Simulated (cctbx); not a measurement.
## What resolution and counting buy: ErGaFe

Space group Pnma (no. 62), a = 6.5590 Å, b = 4.2410 Å, c = 7.6870 Å, α = 90.00°, β = 90.00°, γ = 90.00°.

```csv
atom,mult.,x,y,z,Ueq (Å²)
Er1,4,0.5337,3/4,0.1855,0.0037
Ga1,4,0.1566,3/4,0.9348,0.0060
Fe1,4,0.2649,3/4,0.6144,0.0065
```

The model was made for the exercise: a known structure type with other elements put in, its volume estimated, not relaxed; displacement parameters are assumed.

Five simulated data sets (cctbx; Mo Kα, λ = 0.71073 Å; 4 % proportional error) differ in resolution or exposure (noise floor 15 counts in the first three, 8 in the last two). Each is refined with the right model, isotropic at 1.1 Å and anisotropic otherwise. How do the figures of merit and the uncertainties move?

| d min (Å) | top counts | ⟨I/σ⟩ (unmerged, absences included) | unique | param. (scale apart) | Rint | R1 | GooF | largest s.u. xyz (fractional) | s.u. U of Fe1 (Å²) | largest error (Å) |
| --- | --- | --- | --- | --- | --- | --- | --- | --- | --- | --- |
| 1.1 | 70000 | 15.3 | 95 | 9 | 0.029 | 0.0117 | 1.21 | 0.00021 | 0.0005 | 0.0014 |
| 0.84 | 70000 | 15.4 | 215 | 18 | 0.033 | 0.0094 | 0.90 | 0.00009 | 0.0003 | 0.0007 |
| 0.6 | 70000 | 14.4 | 564 | 18 | 0.034 | 0.0103 | 0.92 | 0.00006 | 0.0001 | 0.0006 |
| 0.75 | 300 | 1.4 | 301 | 18 | 0.371 | 0.0782 | 0.92 | 0.00158 | 0.0047 | 0.0149 |
| 0.75 | 3000 | 6.1 | 301 | 18 | 0.074 | 0.0236 | 0.93 | 0.00031 | 0.0010 | 0.0024 |

The number of reflections grows roughly as 1/d³: 95, 215 and 564 here. R1 follows the noise rather than the truth: at 300 counts it is 0.0782, at 3000 counts 0.0236, while GooF is 0.92 and 0.93: the weights 1/σ² carry the noise. The s.u. of U (U11 where anisotropic) for Fe1 goes 0.0005, 0.0003, 0.0001 Å² with resolution and 0.0047, 0.0010 Å² with exposure.

The 1.1 Å row also differs in its displacement model, so it isn't a clean test of resolution.

Hardware for the 0.6 Å refinement: 0.35 s on 1 thread of AMD EPYC 7R13 Processor (Zen 3), on a shared host, peak memory 0.09 GiB.

[Logs are printed without paths, hosts, clocks, repeated set-up lines and the standing remarks that a program may print on its own settings, such as how far it seeks lower states.]
